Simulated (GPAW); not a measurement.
**In2O2 monolayer: simulated STM images**

Aim: Tersoff-Hamann images of In2O2 monolayer at several biases.

Program: GPAW 26.7.0. Level of theory: GPAW, PAW setups; layer in a repeated cell with vacuum, relaxation of atoms and in-plane cell, in the first sound run; inputs show where later runs differ. Results are calculated unless marked as measured.

## (1) Set-up

The cell holds 4 atoms: 2 O and 2 In. Cell: a = 3.292 Å, b = 3.292 Å, c = 22.674 Å, α = 90.0°, β = 90.0°, γ = 120.0°. Vacuum lies along c.

## (2) Relaxing the atoms

The atoms are relaxed first, since the surface dipole, and with it the work function, follows the positions of the outer layers.

run.py reads:

```python
import json
import numpy as np
from ase import Atoms
from ase.filters import FrechetCellFilter
from ase.optimize import BFGS
from gpaw import GPAW, PW

slab = Atoms(
    ['O', 'In', 'In', 'O'],
    positions=[
        [-0.00000, 1.90041, 9.00000],
        [0.00000, 0.00000, 9.91682],
        [0.00000, 0.00000, 12.75682],
        [-0.00000, 1.90041, 13.67364]],
    cell=[[3.2916, 0.0, 0.0], [-1.6458, 2.85061, 0.0], [0.0, 0.0, 22.6736]],
    pbc=[True, True, True])

slab.calc = GPAW(mode=PW(600), xc='PBE', kpts={'size': (12, 12, 1), 'gamma': True},
                 occupations={'name': 'fermi-dirac', 'width': 0.05}, nbands='160%',
                 convergence={'density': 1e-05}, maxiter=200,
                 symmetry={'tolerance': 1e-3}, txt='slab.txt')
result = {}
# The in-plane cell is free; stress needs a cell that repeats along all three vectors
path = []
opt = BFGS(FrechetCellFilter(slab, mask=[1, 1, 0, 0, 0, 1]), maxstep=0.2)
opt.attach(lambda: path.append((slab.get_potential_energy(), slab.positions.tolist(), slab.get_forces().tolist())))
result['relaxed'] = bool(opt.run(fmax=0.02, steps=45))
result['path'] = path
result['cell'] = slab.cell.tolist()
print('in-plane lattice', slab.cell.cellpar().round(4)[[0, 1, 5]])
energy = slab.get_potential_energy()
fermi = slab.calc.get_fermi_level()
v = slab.calc.get_electrostatic_potential().mean((0, 1)) - fermi
n = slab.calc.get_pseudo_density().mean((0, 1))
L = slab.cell[2, 2]
z = np.arange(len(v)) * L / len(v)
low, high = slab.positions[:, 2].min(), slab.positions[:, 2].max()
below, above = np.interp([low - 6.8, high + 6.8], z, v)
slopes = [np.interp(x, z, np.gradient(v, z)) for x in (low - 6.8, high + 6.8)]
eps = np.array([[slab.calc.get_eigenvalues(k, s) for k in range(len(slab.calc.get_ibz_k_points()))]
                for s in range(slab.calc.get_number_of_spins())]) - fermi
top, bottom = eps[eps < 0].max(), eps[eps > 0].min()
dipole = slab.get_dipole_moment()[2]
print(f'energy {energy:.4f} eV, Fermi level {fermi:.4f} eV, dipole {dipole:.5f} e A')
print(f'potential 6.8 A off the faces, from the Fermi level: lower {below:.4f} eV, upper {above:.4f} eV')
print(f'slope of the potential there: lower {slopes[0]:.5f}, upper {slopes[1]:.5f} eV/A')
print(f'nearest levels on the mesh: {top:.4f} and {bottom:.4f} eV')
print('magnetic moment', round(slab.get_magnetic_moment(), 3))
result.update(energy=energy, fermi=fermi, dipole=dipole, below=below, above=above, slopes=slopes, edges=[top, bottom],
              z=z.tolist(), v=v.tolist(), n=n.tolist(), positions=slab.positions.tolist(),
              forces=slab.get_forces(apply_constraint=False).tolist(), moments=slab.get_magnetic_moments().tolist())
json.dump(result, open('result.json', 'w'))
```

The run is started by

```
$ OMP_NUM_THREADS=1 OPENBLAS_NUM_THREADS=1 python run.py
```

Output:

```text
Step          Energy          fmax
BFGS:    0      -20.011852        0.636311
BFGS:    1      -20.031680        0.592436
BFGS:    2      -20.169412        0.208322
BFGS:    3      -20.175542        0.188565
BFGS:    4      -20.185994        0.128681
BFGS:    5      -20.189913        0.150024
BFGS:    6      -20.191511        0.143448
BFGS:    7      -20.191399        0.100534
BFGS:    8      -20.190814        0.049486
BFGS:    9      -20.191155        0.008261
in-plane lattice [  3.3978   3.3978 120.    ]
energy -20.1911 eV, Fermi level -2.8036 eV, dipole 0.00048 e A
potential 6.8 A off the faces, from the Fermi level: lower 6.2849 eV, upper 6.2831 eV
slope of the potential there: lower 0.00020, upper 0.00059 eV/A
nearest levels on the mesh: -0.2904 and 0.1954 eV
magnetic moment 0.0
```

It took 8.6 min on 1 thread of AMD EPYC 7B13 (Zen 3), shared host; peak memory 0.63 GiB.

This step gave:

```
dipole along the normal                    : 4.77e-4 e·Å
levels nearest the Fermi level on the mesh : -0.2904, 0.1954 eV from the Fermi level
```

Electrostatic potential energy of an electron (without an applied field's), less the Fermi level, planar mean against z:

z (Å), electrostatic potential energy of an electron (without an applied field's), less the Fermi level, planar mean (eV) and a bar from the least value:
```
        0        6.3 ##############################
        1        6.3 ##############################
        2        6.3 ##############################
        3        6.3 ##############################
        4        6.3 ##############################
        5        6.3 ##############################
        6        6.3 ##############################
        7        6.3 ##############################
        8        5.7 #############################
        9       -8.5 ###########
       10      -17.6 
       11        1.4 ########################
       12       -2.2 ###################
       13      -15.8 ##
       14        0.6 #######################
       15        6.1 ##############################
       16        6.3 ##############################
       17        6.3 ##############################
       18        6.3 ##############################
       19        6.3 ##############################
       20        6.3 ##############################
       21        6.3 ##############################
       22        6.3 ##############################
```

Table of pseudo valence density, planar mean by z:

z (Å), pseudo valence density, planar mean (e/Å³) and a bar:
```
        6       0.00 
        7       0.00 
        8       0.04 #
        9       0.77 ##################
       10       1.29 ##############################
       11       0.13 ###
       12       0.24 ######
       13       1.17 ###########################
       14       0.40 #########
       15       0.01 
       16       0.00 
       17       0.00
```

The relaxation lowered the energy of the cell by 0.179 eV (energies extrapolated to zero smearing; the optimiser's log prints free energies). The largest force left on a free atom is 0.0083 eV/Å.

## (3) Plane waves, PBE

With the geometry fixed, the planar mean of the potential gives the vacuum level on each side.

This step: GPAW, PAW setups; slab in vacuum (GPAW 26.7.0).

The cell differs from the one that the last finished run ended in (c 22.674 → 22.485 Å).

run.py reads:

```python
import json
import numpy as np
from ase import Atoms
from ase.dft.stm import STM
from gpaw import GPAW, PW

slab = Atoms(
    ['O', 'In', 'In', 'O'],
    positions=[
        [-0.00000, 1.96175, 9.00000],
        [-0.00000, -0.00000, 9.81929],
        [0.00000, -0.00000, 12.66619],
        [-0.00000, 1.96175, 13.48548]],
    cell=[[3.39784, 0.0, 0.0], [-1.69892, 2.94262, 0.0], [0.0, 0.0, 22.4855]],
    pbc=[True, True, False])

slab.calc = GPAW(mode=PW(500), xc='PBE', kpts={'size': (12, 12, 1), 'gamma': True},
                 occupations={'name': 'fermi-dirac', 'width': 0.05}, nbands='160%',
                 convergence={'density': 1e-05}, maxiter=200,
                 poissonsolver={'dipolelayer': 'xy'},
                 symmetry={'tolerance': 1e-3}, txt='slab.txt')
result = {}
energy = slab.get_potential_energy()
fermi = slab.calc.get_fermi_level()
v = slab.calc.get_electrostatic_potential().mean((0, 1)) - fermi
n = slab.calc.get_pseudo_density().mean((0, 1))
L = slab.cell[2, 2]
z = np.arange(len(v)) * L / len(v)
low, high = slab.positions[:, 2].min(), slab.positions[:, 2].max()
below, above = np.interp([low - 6.8, high + 6.8], z, v)
slopes = [np.interp(x, z, np.gradient(v, z)) for x in (low - 6.8, high + 6.8)]
eps = np.array([[slab.calc.get_eigenvalues(k, s) for k in range(len(slab.calc.get_ibz_k_points()))]
                for s in range(slab.calc.get_number_of_spins())]) - fermi
top, bottom = eps[eps < 0].max(), eps[eps > 0].min()
dipole = slab.get_dipole_moment()[2]
print(f'energy {energy:.4f} eV, Fermi level {fermi:.4f} eV, dipole {dipole:.5f} e A')
print(f'potential 6.8 A off the faces, from the Fermi level: lower {below:.4f} eV, upper {above:.4f} eV')
print(f'slope of the potential there: lower {slopes[0]:.5f}, upper {slopes[1]:.5f} eV/A')
print(f'nearest levels on the mesh: {top:.4f} and {bottom:.4f} eV')
print('magnetic moment', round(slab.get_magnetic_moment(), 3))
result.update(energy=energy, fermi=fermi, dipole=dipole, below=below, above=above, slopes=slopes, edges=[top, bottom],
              z=z.tolist(), v=v.tolist(), n=n.tolist(), positions=slab.positions.tolist(),
              forces=slab.get_forces(apply_constraint=False).tolist(), moments=slab.get_magnetic_moments().tolist())

# Images need the states of the whole zone, up to time reversal
slab.calc = slab.calc.fixed_density(symmetry={'point_group': False}, txt='states.txt', nbands='280%',
                                    convergence={'bands': 'CBM+2.3'})
stm = STM(slab)
result['stm'] = []
for bias in [-1.5, 2.0]:
    height = high + 3.5
    current = stm.get_averaged_current(bias, height)
    x, y, h = stm.scan(bias, current)
    i, f = divmod(height / L * stm.ldos.shape[2], 1)
    I = abs((1 - f) * stm.ldos[:, :, int(i)] + f * stm.ldos[:, :, int(i) + 1])
    print(f'bias {bias} V: mean current at 3.5 A {current:.4e}, corrugation {np.ptp(h):.4f} A')
    result['stm'].append(dict(bias=bias, current=current, h=(h - high).tolist(), I=I.tolist()))
json.dump(result, open('result.json', 'w'))
```

Output:

```text
energy -19.4766 eV, Fermi level -2.7767 eV, dipole -0.00034 e A
potential 6.8 A off the faces, from the Fermi level: lower 6.2858 eV, upper 6.2902 eV
slope of the potential there: lower -0.00041, upper 0.00041 eV/A
nearest levels on the mesh: -0.2857 and 0.1903 eV
magnetic moment 0.0
bias -1.5 V: mean current at 3.5 A 3.1760e-06, corrugation 0.2630 A
bias 2.0 V: mean current at 3.5 A 5.8980e-06, corrugation 0.1039 A
```

Elapsed: 4.2 min, on 1 thread; peak memory 0.76 GiB.

This step gave:

```
dipole along the normal                    : -3.36e-4 e·Å
levels nearest the Fermi level on the mesh : -0.2857, 0.1903 eV from the Fermi level
upper work function                        : 6.290 eV
lower work function                        : 6.286 eV
corrugation -1.5                           : 0.2630 Å
corrugation 2                              : 0.1039 Å
upper ionisation energy                    : 6.576 eV
```

Table of electrostatic potential energy of an electron (without an applied field's), less the Fermi level, planar mean by z:

```csv
z (Å),"electrostatic potential energy of an electron (without an applied field's), less the Fermi level, planar mean (eV)"
0,6.29
1,6.29
2,6.29
3,6.29
4,6.28
5,6.28
6,6.28
7,6.25
8,5.54
9,-10.5
10,-16.1
11,1.95
12,-3.95
13,-14.2
14,2.18
15,6.15
16,6.28
17,6.29
18,6.29
19,6.29
20,6.29
21,6.29
22,6.29
```

Table of pseudo valence density, planar mean by z:

| z (Å) | pseudo valence density, planar mean (e/Å³) |
| --- | --- |
| 6 | 6.6e-5 |
| 7 | 0.00164 |
| 8 | 0.0518 |
| 9 | 0.845 |
| 10 | 1.13 |
| 11 | 0.117 |
| 12 | 0.291 |
| 13 | 1.05 |
| 14 | 0.299 |
| 15 | 0.00807 |
| 16 | 3.1e-4 |
| 17 | 1.4e-5 |

Tip height over the top atom over a1 and a2. Sample bias -1.5 V, constant current at the mean current 3.5 Å over the top atom.

Ten even steps from '_' (3.34 Å) to '@' (3.61 Å):
```
__..--++##@@@@%%%%%%%%@@@@##++--..__
::--++##%%@@@@%%%%%%@@@@%%##++--::..
==++##%%%%%%@@@@@@@@%%%%%%##++==----
++##%%%%%%@@@@@@@@@@%%%%%%##++==--==
**@@@@%%@@@@@@@@@@@@%%@@@@**==----==
##@@@@@@@@@@%%@@@@@@@@@@##==------==
%%%%%%@@@@@@@@@@@@%%%%%%**========**
%%%%%%@@@@@@@@@@%%%%%%##++======++##
%%%%%%@@@@@@@@%%%%%%%%**==----==**%%
%%%%@@%%%%%%@@%%%%%%**==::::::==**%%
%%@@@@%%%%@@@@%%##**==::____::==**##
##@@%%%%%%@@##**++==::______::==++**
**########**======--::____::--======
++++++++++==--====--::::::--====--==
==----====----================----==
::..::--------==++******++==--------
____..--======**##%%%%##**======--..
____::==++**##%%%%%%%%%%##**++==::__
```
Columns: a1 from 0 to 0.944; rows upwards: a2 from 0 to 0.944.

Local density of states summed over the bias window over a1 and a2. Sample bias -1.5 V, constant height 3.5 Å over the top atom.

Values in units of 1e-6 arbitrary, 12 rows by 16 columns, each cell a mean:
```
2.3 2.6 3.0 3.4 3.6 3.7 3.7 3.7 3.7 3.8 3.7 3.6 3.3 2.9 2.5 2.2
2.7 3.1 3.5 3.6 3.7 3.8 3.8 3.8 3.8 3.7 3.7 3.6 3.3 2.9 2.5 2.4
3.2 3.6 3.7 3.7 3.8 3.9 4.0 3.9 3.8 3.7 3.7 3.6 3.2 2.7 2.5 2.6
3.4 3.7 3.8 3.8 3.9 4.0 4.0 3.9 3.8 3.8 3.7 3.3 2.8 2.5 2.5 2.8
3.6 3.7 3.7 3.9 4.0 4.0 3.9 3.8 3.7 3.7 3.4 3.0 2.6 2.5 2.8 3.2
3.7 3.7 3.7 3.8 3.9 3.9 3.8 3.7 3.7 3.6 3.2 2.8 2.6 2.7 3.1 3.5
3.7 3.7 3.8 3.7 3.7 3.8 3.7 3.6 3.5 3.1 2.7 2.4 2.5 2.8 3.2 3.5
3.5 3.7 3.7 3.7 3.7 3.6 3.4 3.2 3.0 2.6 2.3 2.2 2.4 2.8 3.1 3.3
3.2 3.4 3.4 3.4 3.2 2.9 2.7 2.6 2.5 2.4 2.3 2.4 2.5 2.6 2.7 2.8
2.9 2.9 2.9 2.8 2.6 2.5 2.5 2.6 2.8 2.8 2.8 2.7 2.6 2.5 2.5 2.6
2.3 2.3 2.4 2.5 2.5 2.6 2.9 3.2 3.4 3.4 3.3 3.0 2.7 2.5 2.4 2.4
2.1 2.2 2.5 2.8 3.0 3.2 3.4 3.6 3.6 3.6 3.5 3.2 3.0 2.8 2.5 2.2
```
Columns: a1 from 0 to 0.944; rows upwards: a2 from 0 to 0.944.

Tip height over the top atom over a1 and a2. Sample bias 2 V, constant current at the mean current 3.5 Å over the top atom.

Values in Å, 12 rows by 16 columns, each cell a mean:
```
3.48 3.50 3.51 3.51 3.52 3.52 3.51 3.51 3.51 3.51 3.52 3.52 3.52 3.51 3.49 3.47
3.49 3.51 3.52 3.51 3.51 3.52 3.53 3.53 3.52 3.52 3.51 3.52 3.52 3.51 3.49 3.48
3.51 3.52 3.51 3.52 3.54 3.55 3.54 3.55 3.54 3.52 3.51 3.51 3.50 3.49 3.49 3.49
3.51 3.52 3.52 3.53 3.54 3.54 3.54 3.55 3.53 3.51 3.52 3.50 3.48 3.48 3.48 3.49
3.51 3.51 3.52 3.54 3.54 3.54 3.54 3.53 3.51 3.51 3.51 3.49 3.48 3.48 3.49 3.50
3.51 3.51 3.52 3.54 3.55 3.54 3.53 3.51 3.51 3.51 3.50 3.48 3.48 3.48 3.50 3.51
3.51 3.51 3.51 3.52 3.52 3.52 3.51 3.51 3.51 3.50 3.48 3.46 3.46 3.48 3.50 3.51
3.51 3.52 3.51 3.51 3.52 3.52 3.51 3.50 3.49 3.47 3.45 3.45 3.46 3.48 3.50 3.50
3.51 3.52 3.52 3.51 3.50 3.49 3.48 3.48 3.47 3.46 3.46 3.46 3.47 3.48 3.48 3.49
3.50 3.51 3.51 3.50 3.49 3.48 3.48 3.48 3.48 3.48 3.48 3.48 3.48 3.48 3.48 3.49
3.48 3.48 3.48 3.49 3.49 3.48 3.49 3.50 3.51 3.51 3.50 3.49 3.48 3.48 3.49 3.48
3.47 3.47 3.48 3.50 3.50 3.50 3.51 3.51 3.51 3.51 3.51 3.50 3.50 3.50 3.49 3.47
```
Columns: a1 from 0 to 0.944; rows upwards: a2 from 0 to 0.944.

Local density of states summed over the bias window over a1 and a2. Sample bias 2 V, constant height 3.5 Å over the top atom.

Ten even steps from '0' (5.16 × 1e-6 arbitrary) to '9' (6.46 × 1e-6 arbitrary):
```
246777666666777642
367776667666777632
577767788776777533
577678999876775444
676789999876764334
666799999766642224
666899998666533335
667899987666533356
666788766666422466
666777666664101466
666666666642002466
677777655410001455
677776433200002334
577754233212123324
566543233444433234
343343235666532343
222344456666544432
123556666666665532
```
Columns: a1 from 0 to 0.944; rows upwards: a2 from 0 to 0.944.

The layer is gapped, so the Fermi level lies somewhere inside the gap, set by smearing and numerics, and these work functions are no property of the material; the band edges below the vacuum level are. The potential is flat to 4.1e-4 eV/Å where it is read, so the vacuum is wide enough.

## (4) A changed run

One more run, with changed settings.

run.py, as its differences from that of step 3:

```diff
@@ -3,4 +3,3 @@
 from ase import Atoms
-from ase.dft.stm import STM
-from gpaw import GPAW, PW
+from gpaw import GPAW
 
@@ -16,5 +15,5 @@
 
-slab.calc = GPAW(mode=PW(500), xc='PBE', kpts={'size': (12, 12, 1), 'gamma': True},
+slab.calc = GPAW(mode='fd', h=0.4, xc='PBE', kpts={'size': (12, 12, 1), 'gamma': True},
                  occupations={'name': 'fermi-dirac', 'width': 0.05}, nbands='160%',
-                 convergence={'density': 1e-05}, maxiter=200,
+                 convergence={'density': 1e-05}, maxiter=75,
                  poissonsolver={'dipolelayer': 'xy'},
@@ -43,16 +42,2 @@
               forces=slab.get_forces(apply_constraint=False).tolist(), moments=slab.get_magnetic_moments().tolist())
-
-# Images need the states of the whole zone, up to time reversal
-slab.calc = slab.calc.fixed_density(symmetry={'point_group': False}, txt='states.txt', nbands='280%',
-                                    convergence={'bands': 'CBM+2.3'})
-stm = STM(slab)
-result['stm'] = []
-for bias in [-1.5, 2.0]:
-    height = high + 3.5
-    current = stm.get_averaged_current(bias, height)
-    x, y, h = stm.scan(bias, current)
-    i, f = divmod(height / L * stm.ldos.shape[2], 1)
-    I = abs((1 - f) * stm.ldos[:, :, int(i)] + f * stm.ldos[:, :, int(i) + 1])
-    print(f'bias {bias} V: mean current at 3.5 A {current:.4e}, corrugation {np.ptp(h):.4f} A')
-    result['stm'].append(dict(bias=bias, current=current, h=(h - high).tolist(), I=I.tolist()))
 json.dump(result, open('result.json', 'w'))
```

Output:

```text
energy -56.9354 eV, Fermi level -7.1705 eV, dipole -0.00033 e A
potential 6.8 A off the faces, from the Fermi level: lower 7.1684 eV, upper 7.1726 eV
slope of the potential there: lower -0.00000, upper 0.00000 eV/A
nearest levels on the mesh: -0.4576 and 0.2770 eV
magnetic moment 0.0
```

The job ended after 31 s (1 thread; peak memory 0.17 GiB).

The run finished. A setting was moved off its sound value on purpose, so it serves as a test and not as the result.

The fault put into the input: a grid far too coarse (mode = "fd" and h = 0.4).

The two runs compared:

| quantity | this run | sound run | difference |
| --- | --- | --- | --- |
| upper work function (eV) | 7.1726 | 6.2902 | 0.882 |
| lower work function (eV) | 7.1684 | 6.2858 | 0.883 |
| upper ionisation energy (eV) | 7.6302 | 6.5759 | 1.05 |

The two runs differ clearly in the upper ionisation energy: 7.63 eV against 6.58 eV.

## (5) Outcome

```yaml
work_function_both_faces_fermi_level_placed_in_the_gap_by_the_smearing: 6.29 eV
ionisation_energy_from_the_upper_face_highest_filled_level_on_the_mesh: 6.58 eV
electron_affinity_from_the_upper_face_lowest_empty_kohn_sham_level_on_the_mesh: 6.10 eV
dipole_along_the_normal: -3.4e-4 e Å, near the numerical noise
corrugation_at_minus_1p5_v: 0.263 Å
corrugation_at_2_v: 0.104 Å as printed, 0.080 Å or less without short-wave noise
```

In words: At 2 V GPAW's map carries short-wave noise, which can't be real at this height: without waves under 1.5 Å it spans 0.080 Å against 0.10 Å printed. The reading below uses the filtered value, which may still be too high. The corrugation at constant current is largest at -1.5 V, where the tip height varies by 0.26 Å over the cell. Negative sample bias images filled states, positive bias empty ones. The levels nearest the Fermi level on the mesh lie 0.476 eV apart, so the slab is gapped there: the smearing puts the Fermi level inside the gap, and from either face the ionisation energy is the work function plus 0.29 eV. Both are Kohn-Sham levels on the mesh, and semilocal gaps are too small, so the affinity tends to come out too large and the ionisation energy too small. The images are of Tersoff-Hamann type: an s-wave tip, no tip-sample forces, heights closer than in a microscope. The starting lattice was a guess from atomic radii; the relaxation moved it by 3 %. Biases count from a Fermi level whose place in the gap is arbitrary, so only their reach past the band edges has a meaning. The small printed dipole stands for a step of 6.1 meV from the lower to the upper face, and the probes find 4.5 meV; values this small are near the numerical noise of both. The layer's cell and atoms come from the relaxation; spin-orbit coupling and temperature are left out.

[Logs are printed without paths, hosts, clocks, repeated set-up lines and the standing remarks that a program may print on its own settings, such as how far it seeks lower states.]

[Hosts, paths, dates, database ids (printed as entryN), source tags and the programs' standing remarks are cut or masked in the printed files.]
